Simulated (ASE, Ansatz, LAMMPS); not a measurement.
# Localised basis functions on (10,0) carbon nanotube bundle (120 atoms), part 2 of 2

Aim: test how closely localised support functions follow the reference on (10,0) carbon nanotube bundle (120 atoms), and at what cost. A setting counts as converged where the r.m.s. difference of forces stays under 1 % of the r.m.s. force.

Ansatz 0.2.0; Kohn-Sham DFT, PBE+D4, PAW (set soft_2), plane waves.

So far. Step 3 (Plane-wave single point): Löwdin charges run from +0.02 to +0.05 e, about a mean that is the spilled charge alone. Within 0.4 eV of the Fermi level the largest share is C p (99 % of the projected weight).

**4. Distances and neighbours**

Bonds and neighbours are counted at the geometry of the runs.

Density 1.75 g/cm³, 11.43 Å³ an atom.

Pair distribution function in bins of 0.2 Å:

| r (Å) | total |
| --- | --- |
| 1.30 | 1.45 |
| 1.50 | 5.30 |
| 1.70 | 0.00 |
| 1.90 | 0.00 |
| 2.10 | 0.00 |
| 2.30 | 0.51 |
| 2.50 | 4.04 |
| 2.70 | 0.56 |
| 2.90 | 1.16 |
| 3.10 | 0.00 |
| 3.30 | 0.12 |
| 3.50 | 0.32 |
| 3.70 | 1.99 |
| 3.90 | 0.54 |
| 4.10 | 1.32 |
| 4.30 | 1.07 |
| 4.50 | 0.58 |
| 4.70 | 0.87 |
| 4.90 | 1.64 |
| 5.10 | 1.09 |
| 5.30 | 0.60 |
| 5.50 | 0.81 |
| 5.70 | 0.89 |
| 5.90 | 0.94 |
| 6.10 | 1.14 |
| 6.30 | 1.13 |
| 6.50 | 1.37 |
| 6.70 | 0.84 |

Bonds by pair of elements; cutoffs follow the first minimum of g(r), held within bounds set by covalent radii, and pairs that aren't listed don't count as bonded:

| pair A-B | cutoff (Å) | bonds | mean length (Å) | spread (Å) | shortest (Å) | B about A | A about B |
| --- | --- | --- | --- | --- | --- | --- | --- |
| C-C | 1.85 | 180 | 1.42 | 0.024 | 1.36 | 3 | 3 |

How many atoms have how many bonded neighbours:

| element | mean | 3 |
| --- | --- | --- |
| C | 3 | 120 |

Bond angles (no mean is given where the spread exceeds 20°):

| angle | count | mean (°) | spread (°) |
| --- | --- | --- | --- |
| C-C-C | 360 | 119 | 2.5 |

Rings of the network by King's shortest-path rule, up to 12 atoms, one path for each pair of neighbours; H, halogens, alkali and alkaline-earth atoms are left out, and the last column divides by all other atoms, bonded or not:

| ring size (atoms) | rings | per network atom |
| --- | --- | --- |
| 6 | 60 | 0.5 |

The first maximum of g(r) stands at about 1.42 Å. Counting bonds as in the table, all C atoms have 3 bonded neighbours. The C-C-C angle averages 119° with a spread of 2°. All rings counted have 6 atoms.

A closer look about C9, which bears the longest force: 13 atoms, nearest first, numbered in the order of the input, with positions taken from that point.

| atom | x | y | z | distance (Å) | bonds | Löwdin charge (e) | Fx | Fy | Fz (eV/Å) |
| --- | --- | --- | --- | --- | --- | --- | --- | --- | --- |
| C9 | 0.00 | 0.00 | 0.00 | 0.00 | 3 | 0.04 | -3.13 | 1.63 | -0.59 |
| C6 | 0.83 | -0.81 | -0.75 | 1.38 | 3 | 0.04 | 1.93 | -0.87 | 1.26 |
| C44 | -0.08 | 0.02 | 1.42 | 1.42 | 3 | 0.03 | 0.47 | 0.04 | -0.38 |
| C10 | -1.18 | 0.52 | -0.68 | 1.46 | 3 | 0.03 | 0.28 | -0.63 | -1.10 |
| C5 | 1.55 | -1.79 | -0.01 | 2.36 | 3 | 0.04 | 0.05 | -0.86 | 0.40 |
| C43 | 0.86 | -0.73 | 2.11 | 2.39 | 3 | 0.05 | 1.25 | -1.41 | 1.11 |
| C13 | -2.42 | 0.52 | 0.02 | 2.47 | 3 | 0.05 | -0.64 | 0.72 | -0.81 |
| C3 | 0.87 | -0.87 | -2.15 | 2.48 | 3 | 0.04 | -1.28 | 2.57 | -0.48 |
| C47 | -1.21 | 0.45 | 2.13 | 2.49 | 3 | 0.05 | -1.56 | 1.52 | -0.72 |
| C7 | -1.22 | 0.51 | -2.11 | 2.49 | 3 | 0.03 | 0.28 | -0.97 | -1.01 |
| C42 | 1.51 | -1.82 | 1.42 | 2.76 | 3 | 0.04 | -0.83 | 2.94 | -0.35 |
| C4 | -0.08 | -0.03 | -2.86 | 2.86 | 3 | 0.03 | -0.39 | -0.09 | 1.51 |
| C48 | -2.46 | 0.58 | 1.41 | 2.90 | 3 | 0.03 | 0.61 | -1.14 | 1.84 |

The column of bonds counts only the pairs C-C within 1.85 Å; other neighbours, such as metal atoms beside each other in a compound, aren't counted, and periodic images can show an atom twice.

**5. Support functions medium**

With localised support functions most steps grow linearly with size, though the diagonalisation grows faster unless the density matrix is cut; this run measures error and cost at this size. The level medium gives here a grid of 54×54×60 points and a radius of 3.48 Å.

This step: Kohn-Sham DFT, PBE+D4, PAW (set soft_2), localised support functions (medium) (Ansatz 0.2.0).

File input.yaml:

```yaml
crystal:
  lattice:
    - [11.13042, 0.0, 0.0]
    - [-5.56521, 9.63923, 0.0]
    - [0.0, 0.0, 12.78253]
  atoms:
    [... the 120 atom lines of step 3 ...]
kpoints:
  mp_grid: { grid: [2, 2, 1] }
hamiltonian:
  xc: pbe
  dispersion: d4
scf:
  occupations: { method: gaussian, width: 0.025 }
  eigensolver: { kind: { support_functions: { accuracy: medium } } }
  max_iter: 150
output:
  forces: true
  eigenvalues: true
```

The run is started by

```console
> ansatz run input.yaml --threads 8 --pin off --max-ram 15872MiB --backend cpu --events-out ev --progress --plain --runs-dir out
```

Numbers of over 12 decimals in the logs are rounded to 6 here.

What it wrote:

```text
Warning: scf.eigensolver.kind.support_functions: disabling space-group detection — the functions' gradient is summed over unrotated k-points, so no spatial operation reduces the k-mesh or symmetrises the density; time reversal is kept, so that k and −k are solved as one point where they differ and the mesh holds both, and exact exchange and, on two spinor components, a DFT+U term hold to it where the run has them: [...]
settings of this run that can trade accuracy for cost: scf.eigensolver.kind.support_functions [...]
[...]
Crystal: 120 atoms, lattice volume = 1371.421 Å³
Basis set: ecut = 420 eV, 26869 PW (Γ), exchange–correlation on 150×150×180 points (8 copies of the dense FFT grid, shifted against one another)
Bands: 288, of which v1, the nominal top of the filled ones, is band 240 counted from 1 (239 counted from 0)
Symmetry: 1 space group operations
k-points: 4
[...]
Eigensolver: Support functions (medium, 54×54×60 points, laid for a spacing of at most 0.228497 Å, radius 3.479541 Å, 20 sites without an atom, 1 species' potentials softened for the grid, 1 wholly corrected for its errors in the mean over positions, 1 with the egg-box correction, energy correction by stochastic trace)
[...]
SCF iter   1: F=—  HF=-30133.385167 eV  |F-HF|=—  |Δ(HF+E_count)|=         —  Δρ=9.39e-2  dr2=1.20e2  ethr=1.00e-1
[...]
SCF iter  13: F=-30107.593256 eV  HF=-30107.593227 eV  |F-HF|=2.86e-5  |Δ(HF+E_count)|=   9.33e-4  Δρ=7.46e-6  dr2=9.90e-7  ethr=1.83e-9
SCF 1 converged in 13 iterations: F = -30107.603574 eV  dr2 = 9.90e-7
[...]
SCF converged after 13 iterations
Stability not checked: this state was not tested for a lower state beside it, because the mixer in use, unlike msr1, does not test its closes by its own steps (another_mixer; see scf.mixing.algorithm and scf.lower_state_search)
Free energy (F): -30107.603574 eV
[...]
Internal energy: -30107.603574 eV  (E = F + TS)
E sigma→0 (E₀):  -30107.603574 eV
Fermi energy:    4.579311 eV
[...]
--- Forces (eV/Å), atoms counted from 1 ---
  atom   1  C     -0.33706366    -1.26851779    -0.71555976
  atom   2  C     -0.72588771    -0.28410939    -0.64505671
  atom   3  C     -1.28422492     2.56470644    -0.47677340
  atom   4  C     -0.39107213    -0.08774297     1.50769989
  atom   5  C      0.05346281    -0.86215822     0.39665787
  atom   6  C      1.92835814    -0.87151106     1.26404268
  atom   7  C      0.28242634    -0.96783108    -1.00710008
  atom   8  C      1.90329353     0.35456468     2.41284418
  atom   9  C     -3.12738720     1.62593666    -0.58918800
  atom  10  C      0.27599245    -0.62916407    -1.10432450
  atom  11  C     -0.97408057    -0.18018984    -1.32896695
  atom  12  C      1.23411598     2.28215231    -0.39094798
  atom  13  C     -0.64401115     0.72173464    -0.81325137
  atom  14  C      1.30777666    -0.32181295    -0.50204750
[...]
atom 119  C     -0.27765206     0.43423719    -0.21164574
  atom 120  C     -0.14218485    -0.12097235     0.83644002
  max |Σ_I F_I| component: 2.14e-3 eV/Å
--- Band table (eV) ---
[...]
```

It took 2.3 min on 8 threads of Arm Neoverse N1, shared host; peak memory 3.5 GiB; 18 min of CPU time.

The program notes that the band table was not solved further than the SCF left it and it switched symmetry off.

Keys that differ from the reference: support_functions.accuracy = "medium" and scf.max_iter = 150.

Forces differ from the reference by 0.79 meV/Å r.m.s., 0.073 % of their size, well within a tolerance of 1 %; the energy by -3.7 meV/atom.

**6. The ladder side by side**

Each row is set against the plane-wave reference (Kohn-Sham DFT, PBE+D4, PAW (set soft_2), plane waves; r.m.s. force component 1.09 eV/Å). Energies are set beside the reference only for runs with its functional, potentials and electron count. Times are for 8 threads of Arm Neoverse N1, shared host. The reference's time includes the DOS, the stress and grids, which some other runs skip.

| run | Δ force, r.m.s. (meV/Å) | share of r.m.s. force (%) | Δ energy (meV/atom) | Δ gap (eV) | cycles | time | host memory (GiB) |
| --- | --- | --- | --- | --- | --- | --- | --- |
| reference | - | - | - | - | 10 | 1.8 min | 8.8 |
| support functions medium | 0.79 | 0.0727 | -3.70 | -1.0e-4 | 13 | 2.3 min | 3.5 |

**7. Outcome**

| Property | Result |
| --- | --- |
| free energy per atom | -250.8930 eV/atom |
| density | 1.745 g/cm³ |
| pressure | 2.479 GPa |
| r.m.s. force component | 1.086 eV/Å |
| gap (highest filled to lowest empty level) | 0.2877 eV |
| wall time of the 2 DFT runs | 4.1 min |

**Reading.** Against plane waves at 420 eV, the forces differ by 0.79 meV/Å (0.073 %) with support functions medium. At 120 atoms the run with support functions medium takes roughly 1.2 times the time of plane waves (whose run also made extra analyses, so the like-for-like ratio is larger), in 13 SCF cycles against 10. Differences between support functions and plane waves include what basis error the plane-wave run still has.

The highest filled and lowest empty levels differ by 0.288 eV on the run's k-points; the mesh holds the band edges only if they fold onto it, so the gap at this level can be narrower or closed, while semilocal functionals tend to narrow gaps against experiment. Counting bonds as in the table, all C atoms have 3 bonded neighbours.

**Limits.** The geometry is a frame of classical dynamics and isn't relaxed at this level: its force components are 1.1 eV/Å r.m.s. The pressure of 2.5 GPa belongs to a cell and atoms that aren't relaxed at this level.

[Logs are printed without paths, hosts, clocks, repeated set-up lines and the standing remarks that a program may print on its own settings, such as how far it seeks lower states.]

[Hosts, paths, dates, database ids (printed as entryN), source tags and the programs' standing remarks are cut or masked in the printed files.]
